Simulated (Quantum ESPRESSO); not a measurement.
# Si3Ge (Pm-3m): zone-centre phonons, part 2 of 2

Aim: the zone-centre modes of Si3Ge (Pm-3m).

Quantum ESPRESSO 7.5; DFT LDA, scalar-relativistic, plane waves, PseudoDojo norm-conserving pseudopotentials.

So far. Step 4 (Relaxing the cell and atoms): Little changed from the start: no atom moved by 0.005 Å and no cell edge by 0.1 %. Step 5 (Ground state): The cell stands at -0.022 GPa, close enough for phonons. The relaxed cell has a = 3.923 Å (conventional setting).

The structure was built from a prototype and need not be the compound's stable phase.

### Step 6. Zone-centre response

At q = 0 one unit cell holds all displacements; symmetry groups them into irreducible representations that are solved one by one. With smeared occupations no response to a homogeneous field can be asked.

Input file ph.in:

```
phonons
&inputph
   prefix = 'x'
   outdir = './tmp'
   fildyn = 'g.dyn'
   tr2_ph = 1.0d-18
   alpha_mix(1) = 0.4
   nmix_ph = 8
/
0.000000000000 0.000000000000 0.000000000000
```

Command:

```bash
OMP_NUM_THREADS=1 mpirun -n 4 ph.x -nk 4 -in ph.in > ph.out
```

What it wrote:

```text
[banners, grids, parts of the stress and lines that vanish by symmetry left out]
[banner, memory and clock lines left out]
Program PHONON v.7.5

     ./tmp/x.save/

     IMPORTANT: XC functional enforced from input :
     Exchange-correlation= PW
                           (   1   4   0   0   0   0   0)
     Any further DFT definition will be discarded
     Please, verify this is what you really want

     G-vector sticks info

     Reading collected, re-writing distributed wavefunctions in ./tmp/

     Number and degeneracy of irreps per q-point
       N         xq(1)         xq(2)         xq(3)   N irreps
       1   0.000000000   0.000000000   0.000000000       4
        3   3   3   3

     Calculation of q =    0.0000000   0.0000000   0.0000000

     phonons

     bravais-lattice index     =            1
     lattice parameter (alat)  =       7.4133  a.u.
     unit-cell volume          =     407.4058 (a.u.)^3
     number of atoms/cell      =            4
     number of atomic types    =            2
     kinetic-energy cut-off    =      70.0000  Ry
     charge density cut-off    =     280.0000  Ry
     convergence threshold     =      1.0E-18
     beta                      =       0.4000
     number of iterations used =            8
     Exchange-correlation= PW
                           (   1   4   0   0   0   0   0)

     celldm(1)=    7.41326  celldm(2)=    0.00000  celldm(3)=    0.00000
     celldm(4)=    0.00000  celldm(5)=    0.00000  celldm(6)=    0.00000

     crystal axes: (cart. coord. in units of alat)
               a(1) = (  1.0000  0.0000  0.0000 )
               a(2) = (  0.0000  1.0000  0.0000 )
               a(3) = (  0.0000  0.0000  1.0000 )

     reciprocal axes: (cart. coord. in units 2 pi/alat)
               b(1) = (  1.0000  0.0000  0.0000 )
               b(2) = (  0.0000  1.0000  0.0000 )
               b(3) = (  0.0000  0.0000  1.0000 )

     Atoms inside the unit cell:

     Cartesian axes

     site n.  atom      mass           positions (alat units)
        1  Ge     72.6300   tau(    1) = (    0.00000    0.00000    0.00000  )
        2  Si     28.0850   tau(    2) = (    0.00000    0.50000    0.50000  )
        3  Si     28.0850   tau(    3) = (    0.50000    0.00000    0.50000  )
        4  Si     28.0850   tau(    4) = (    0.50000    0.50000    0.00000  )

     Computing dynamical matrix for
                    q = (   0.0000000   0.0000000   0.0000000 )

     49 Sym.Ops. (with q -> -q+G )

     G cutoff =  389.7772  (  32231 G-vectors)     FFT grid: ( 40, 40, 40)

     number of k points=    35  Marzari-Vanderbilt smearing, width (Ry)=  0.0200
                       cart. coord. in units 2pi/alat
        k(    1) = (   0.0000000   0.0000000   0.0000000), wk =   0.0039062
        k(    2) = (   0.0000000   0.0000000   0.1250000), wk =   0.0234375
        k(    3) = (   0.0000000   0.0000000   0.2500000), wk =   0.0234375
        [... further k-points left out ...]

     PseudoPot. # 1 for Ge read from file:
     ./pseudo/Ge.upf
     Pseudo is Norm-conserving + core correction, Zval = 14.0
     Using radial grid of 1524 points,  6 beta functions with:
                l(1) =   0
                l(2) =   0
                l(3) =   1
                l(4) =   1
                l(5) =   2
                l(6) =   2

     PseudoPot. # 2 for Si read from file:
     ./pseudo/Si.upf
     Pseudo is Norm-conserving + core correction, Zval =  4.0
     Using radial grid of 1510 points,  6 beta functions with:
                l(1) =   0
                l(2) =   0
                l(3) =   1
                l(4) =   1
                l(5) =   2
                l(6) =   2

     Mode symmetry, O_h (m-3m)  point group:

     Atomic displacements:
     There are    4 irreducible representations

     Representation     1      3 modes -  To be done

     Representation     2      3 modes -  To be done

     Representation     3      3 modes -  To be done

     Representation     4      3 modes -  To be done

     Alpha used in Ewald sum =   2.7000

     Representation #   1 modes #   1   2   3

     Self-consistent Calculation
      iter #   1   av.it.:   5.6
      thresh= 1.000E-02 alpha_mix =  0.400 |ddv_scf|^2 =  1.786E-07
      iter #   2   av.it.:  14.2
      thresh= 4.227E-05 alpha_mix =  0.400 |ddv_scf|^2 =  2.497E-09
      iter #   3   av.it.:  14.9
      thresh= 4.997E-06 alpha_mix =  0.400 |ddv_scf|^2 =  2.050E-10
      iter #   4   av.it.:  14.8
      thresh= 1.432E-06 alpha_mix =  0.400 |ddv_scf|^2 =  1.973E-11
      iter #   5   av.it.:  14.6
      thresh= 4.442E-07 alpha_mix =  0.400 |ddv_scf|^2 =  2.002E-13
      iter #   6   av.it.:  15.1
      thresh= 4.474E-08 alpha_mix =  0.400 |ddv_scf|^2 =  1.382E-14
      iter #   7   av.it.:  15.5
      thresh= 1.176E-08 alpha_mix =  0.400 |ddv_scf|^2 =  2.695E-16
      iter #   8   av.it.:  15.2
      thresh= 1.642E-09 alpha_mix =  0.400 |ddv_scf|^2 =  4.095E-18
      iter #   9   av.it.:  14.6
      thresh= 2.024E-10 alpha_mix =  0.400 |ddv_scf|^2 =  2.936E-19

     End of self-consistent calculation

     Convergence has been achieved

     Representation #   2 modes #   4   5   6

     Self-consistent Calculation
      iter #   1   av.it.:   4.2
      thresh= 1.000E-02 alpha_mix =  0.400 |ddv_scf|^2 =  4.262E-08
      iter #   2   av.it.:  13.9
      thresh= 2.064E-05 alpha_mix =  0.400 |ddv_scf|^2 =  9.110E-10
      iter #   3   av.it.:  14.7
      thresh= 3.018E-06 alpha_mix =  0.400 |ddv_scf|^2 =  1.576E-10
      iter #   4   av.it.:  14.0
      thresh= 1.255E-06 alpha_mix =  0.400 |ddv_scf|^2 =  1.480E-11
      iter #   5   av.it.:  14.8
      thresh= 3.846E-07 alpha_mix =  0.400 |ddv_scf|^2 =  6.844E-14
[...]
End of self-consistent calculation

     Convergence has been achieved

     Representation #   3 modes #   7   8   9

     Self-consistent Calculation
[...]
End of self-consistent calculation

     Convergence has been achieved

     Representation #   4 modes #  10  11  12

     Self-consistent Calculation
[...]
iter #   2   av.it.:  13.6
      thresh= 6.884E-06 alpha_mix =  0.400 |ddv_scf|^2 =  7.907E-10
      iter #   3   av.it.:  14.1
      thresh= 2.812E-06 alpha_mix =  0.400 |ddv_scf|^2 =  4.421E-11
      iter #   4   av.it.:  14.3
      thresh= 6.649E-07 alpha_mix =  0.400 |ddv_scf|^2 =  5.166E-14
      iter #   5   av.it.:  14.7
      thresh= 2.273E-08 alpha_mix =  0.400 |ddv_scf|^2 =  1.143E-14
      iter #   6   av.it.:  15.3
      thresh= 1.069E-08 alpha_mix =  0.400 |ddv_scf|^2 =  1.708E-17
      iter #   7   av.it.:  15.4
      thresh= 4.133E-10 alpha_mix =  0.400 |ddv_scf|^2 =  2.264E-18
      iter #   8   av.it.:  15.8
      thresh= 1.505E-10 alpha_mix =  0.400 |ddv_scf|^2 =  1.172E-20

     End of self-consistent calculation

     Convergence has been achieved

     Number of q in the star =    1
     List of q in the star:
          1   0.000000000   0.000000000   0.000000000

     Diagonalizing the dynamical matrix

     q = (    0.000000000   0.000000000   0.000000000 )

 **************************************************************************
     freq (    1) =      -4.031469 [THz] =    -134.475326 [cm-1]
     freq (    2) =      -4.031469 [THz] =    -134.475326 [cm-1]
     freq (    3) =      -4.031469 [THz] =    -134.475326 [cm-1]
     freq (    4) =      -2.858824 [THz] =     -95.360102 [cm-1]
     freq (    5) =      -2.858824 [THz] =     -95.360102 [cm-1]
     freq (    6) =      -2.858824 [THz] =     -95.360102 [cm-1]
     freq (    7) =       0.037159 [THz] =       1.239479 [cm-1]
     freq (    8) =       0.037159 [THz] =       1.239479 [cm-1]
     freq (    9) =       0.037159 [THz] =       1.239479 [cm-1]
     freq (   10) =       5.025678 [THz] =     167.638580 [cm-1]
     freq (   11) =       5.025678 [THz] =     167.638580 [cm-1]
     freq (   12) =       5.025678 [THz] =     167.638580 [cm-1]
 **************************************************************************

     Mode symmetry, O_h (m-3m)  point group:

     freq (   1-   3) =       -134.5  [cm-1]   --> T_1u G_15  G_4- I
     freq (   4-   6) =        -95.4  [cm-1]   --> T_2u G_25  G_5-
     freq (   7-   9) =          1.2  [cm-1]   --> T_1u G_15  G_4- I
     freq (  10-  12) =        167.6  [cm-1]   --> T_1u G_15  G_4- I
```

Elapsed: 4.9 min, on 4 MPI ranks of Arm Neoverse V2, shared host.

This step gave:

| Property | Result |
| --- | --- |
| largest acoustic frequency at the zone centre before the sum rule | 1.24 cm⁻¹ |
| highest optical zone-centre mode (no LO-TO term) | 167.6 cm⁻¹ |
| lowest optical zone-centre mode | -134.5 cm⁻¹ |

The acoustic modes at Γ come out as far as 1.2 cm⁻¹ from zero, where they should vanish, a small numerical error. The lowest optical mode is imaginary, 134i cm⁻¹, an instability at this level and on this k mesh.

### Step 7. Modes with the sum rule

A rigid shift of the crystal must cost nothing, but grids and finite bases break this; the acoustic sum rule is imposed before the matrix is diagonalised again.

Input file dynmat.in:

```
&input
   fildyn = 'g.dyn'
   asr = 'simple'
   fileig = 'dynmat.eig'
/
```

Command:

```bash
dynmat.x -in dynmat.in > dynmat.out
```

What it wrote:

```text
[banner, memory and clock lines left out]
Program DYNMAT v.7.5

     Reading Dynamical Matrix from file g.dyn
     ...Force constants read
     ...epsilon and Z* not read (not found on file)
     A direction for q was not specified:TO-LO splitting will be absent

     Polarizability (A^3 units)
     multiply by 1.000000 for Clausius-Mossotti correction
         0.000000    0.000000    0.000000
         0.000000    0.000000    0.000000
         0.000000    0.000000    0.000000

     IR activities are in (D/A)^2/amu units

# mode   [cm-1]    [THz]      IR
    1   -134.47   -4.0314    0.0000
    2   -134.47   -4.0314    0.0000
    3   -134.47   -4.0314    0.0000
    4    -95.39   -2.8596    0.0000
    5    -95.39   -2.8596    0.0000
    6    -95.39   -2.8596    0.0000
    7     -0.00   -0.0000    0.0000
    8     -0.00   -0.0000    0.0000
    9      0.00    0.0000    0.0000
   10    167.63    5.0254    0.0000
   11    167.63    5.0254    0.0000
   12    167.63    5.0254    0.0000

[end of the log left out, with the tail of the file of modes that dynmat.x writes under the same name]
```

It took 0.52 s on 1 thread.

Unit eigenvectors of the mass-weighted matrix after the sum rule; no LO-TO term. Modes at Γ, with each element's share of the kinetic energy (negative means imaginary):

```tsv
mode	frequency (cm⁻¹)	Ge %	Si %
1	-134.5	22	78
2	-134.5	22	78
3	-134.5	22	78
4	-95.4	0	100
5	-95.4	0	100
6	-95.4	0	100
7	0.0	46	54
8	0.0	46	54
9	0.0	46	54
10	167.6	31	69
11	167.6	31	69
12	167.6	31	69
```

Displacements in mode 1 (-134.5 cm⁻¹), the largest set to 1:
```
Ge1  0.00 -0.01 -0.33
Si2  0.00  0.00 -0.07
Si3  0.00  0.02 -0.07
Si4  0.00  0.00  1.00
```

Displacements in mode 4 (-95.4 cm⁻¹), the largest set to 1:
```
Ge1  0.00  0.00  0.00
Si2  0.00 -0.20  1.00
Si3  0.53  0.00 -1.00
Si4 -0.53  0.20  0.00
```

The rule moves no optical mode by more than 0.1 cm⁻¹.

### Step 8. Sum rules set otherwise: a sum rule for molecules or wires on a crystal

This rule also removes rotations, which suits wires and not a crystal; it is tried to see the harm.

Input file dynmat.in:

```
&input
   fildyn = 'g.dyn'
   asr = 'one-dim'
   fileig = 'dynmat.eig'
/
```

Command:

```bash
dynmat.x -in dynmat.in > dynmat.out
```

What it wrote:

```text
[banner, memory and clock lines left out]
Program DYNMAT v.7.5

     Reading Dynamical Matrix from file g.dyn
     ...Force constants read
     ...epsilon and Z* not read (not found on file)
asr rotation axis in 1D system=    3
     Acoustic Sum Rule: || Z*(ASR) - Z*(orig)|| =    0.000000E+00
     Acoustic Sum Rule: ||dyn(ASR) - dyn(orig)||=    4.887687E-02
     A direction for q was not specified:TO-LO splitting will be absent

     Polarizability (A^3 units)
     multiply by 1.000000 for Clausius-Mossotti correction
         0.000000    0.000000    0.000000
         0.000000    0.000000    0.000000
         0.000000    0.000000    0.000000

     IR activities are in (D/A)^2/amu units

# mode   [cm-1]    [THz]      IR
    1   -134.47   -4.0314    0.0000
    2   -134.47   -4.0314    0.0000
    3   -121.65   -3.6469    0.0000
    4    -95.36   -2.8588    0.0000
    5    -95.36   -2.8588    0.0000
    6     -0.00   -0.0000    0.0000
    7     -0.00   -0.0000    0.0000
    8      0.00    0.0000    0.0000
    9      0.00    0.0000    0.0000
   10    167.63    5.0256    0.0000
   11    167.63    5.0256    0.0000
   12    172.03    5.1572    0.0000

[end of the log left out, with the tail of the file of modes that dynmat.x writes under the same name]
```

Run time: 0.51 s. Hardware: 1 thread.

The program raised no error, yet the settings are not those of a careful run.

The fault: a sum rule for molecules or wires on a crystal; 1 optical mode is projected out to zero frequency, as if it were a rotation.

For a crystal the rule has to be 'simple' or 'crystal'.

Zone-centre frequencies as printed; negative means imaginary. Modes:

```tsv
mode	frequency (cm⁻¹)
1	-134.5
2	-134.5
3	-121.7
4	-95.36
5	-95.36
6	0
7	0
8	0
9	0
10	167.6
11	167.6
12	172
```

### Step 9. Sum rules set otherwise (asr no)

Without the rule the raw error of the acoustic modes shows.

Input file dynmat.in:

```
&input
   fildyn = 'g.dyn'
   asr = 'no'
   fileig = 'dynmat.eig'
/
```

Command:

```bash
dynmat.x -in dynmat.in > dynmat.out
```

What it wrote:

```text
[banner, memory and clock lines left out]
Program DYNMAT v.7.5

     Reading Dynamical Matrix from file g.dyn
     ...Force constants read
     ...epsilon and Z* not read (not found on file)
     A direction for q was not specified:TO-LO splitting will be absent

     Polarizability (A^3 units)
     multiply by 1.000000 for Clausius-Mossotti correction
         0.000000    0.000000    0.000000
         0.000000    0.000000    0.000000
         0.000000    0.000000    0.000000

     IR activities are in (D/A)^2/amu units

# mode   [cm-1]    [THz]      IR
    1   -134.48   -4.0315    0.0000
    2   -134.48   -4.0315    0.0000
    3   -134.48   -4.0315    0.0000
    4    -95.36   -2.8588    0.0000
    5    -95.36   -2.8588    0.0000
    6    -95.36   -2.8588    0.0000
    7      1.24    0.0372    0.0000
    8      1.24    0.0372    0.0000
    9      1.24    0.0372    0.0000
   10    167.64    5.0257    0.0000
   11    167.64    5.0257    0.0000
   12    167.64    5.0257    0.0000

[end of the log left out, with the tail of the file of modes that dynmat.x writes under the same name]
```

Run time: 0.53 s. Hardware: 1 thread.

Zone-centre frequencies as printed; negative means imaginary. Modes:

```tsv
mode	frequency (cm⁻¹)
1	-134.5
2	-134.5
3	-134.5
4	-95.36
5	-95.36
6	-95.36
7	1.24
8	1.24
9	1.24
10	167.6
11	167.6
12	167.6
```

Against the first rule no mode moves by more than 1.3 cm⁻¹.

### Step 10. Summary of results

| Property | Result |
| --- | --- |
| space group after relaxation | Pm-3m |
| volume per atom | 15.1 Å³ |
| highest optical zone-centre mode (no LO-TO term) | 167.6 cm⁻¹ |
| lowest optical zone-centre mode | -134.5 cm⁻¹ |
| imaginary optical modes at the zone centre (no q mesh in this session) | yes |

What this shows: At the LDA level the optical modes of Si3Ge (Pm-3m) at the zone centre run from 134i to 168 cm⁻¹, so the structure is a saddle point, with 6 modes beyond 10i cm⁻¹ there. Of the 9 optical modes, 6 are infrared active alone and 3 are silent. These are harmonic frequencies at zero temperature: anharmonic shifts and linewidths and thermal expansion are left out. In a metal the frequencies hang on the k mesh and the smearing, most of all near Kohn anomalies. The relaxation ran at 70 Ry, under the 78 Ry recommended for these files; the stress of so short a basis can leave the cell about one per cent too small. The structure is a hypothetical one, built on a prototype.

[Host names and launcher messages were left out of these logs when they were recorded.]

[Logs are printed without paths, hosts, clocks, repeated set-up lines and the standing remarks that a program may print on its own settings, such as how far it seeks lower states.]

[Hosts, paths, dates, database ids (printed as entryN), source tags and the programs' standing remarks are cut or masked in the printed files.]
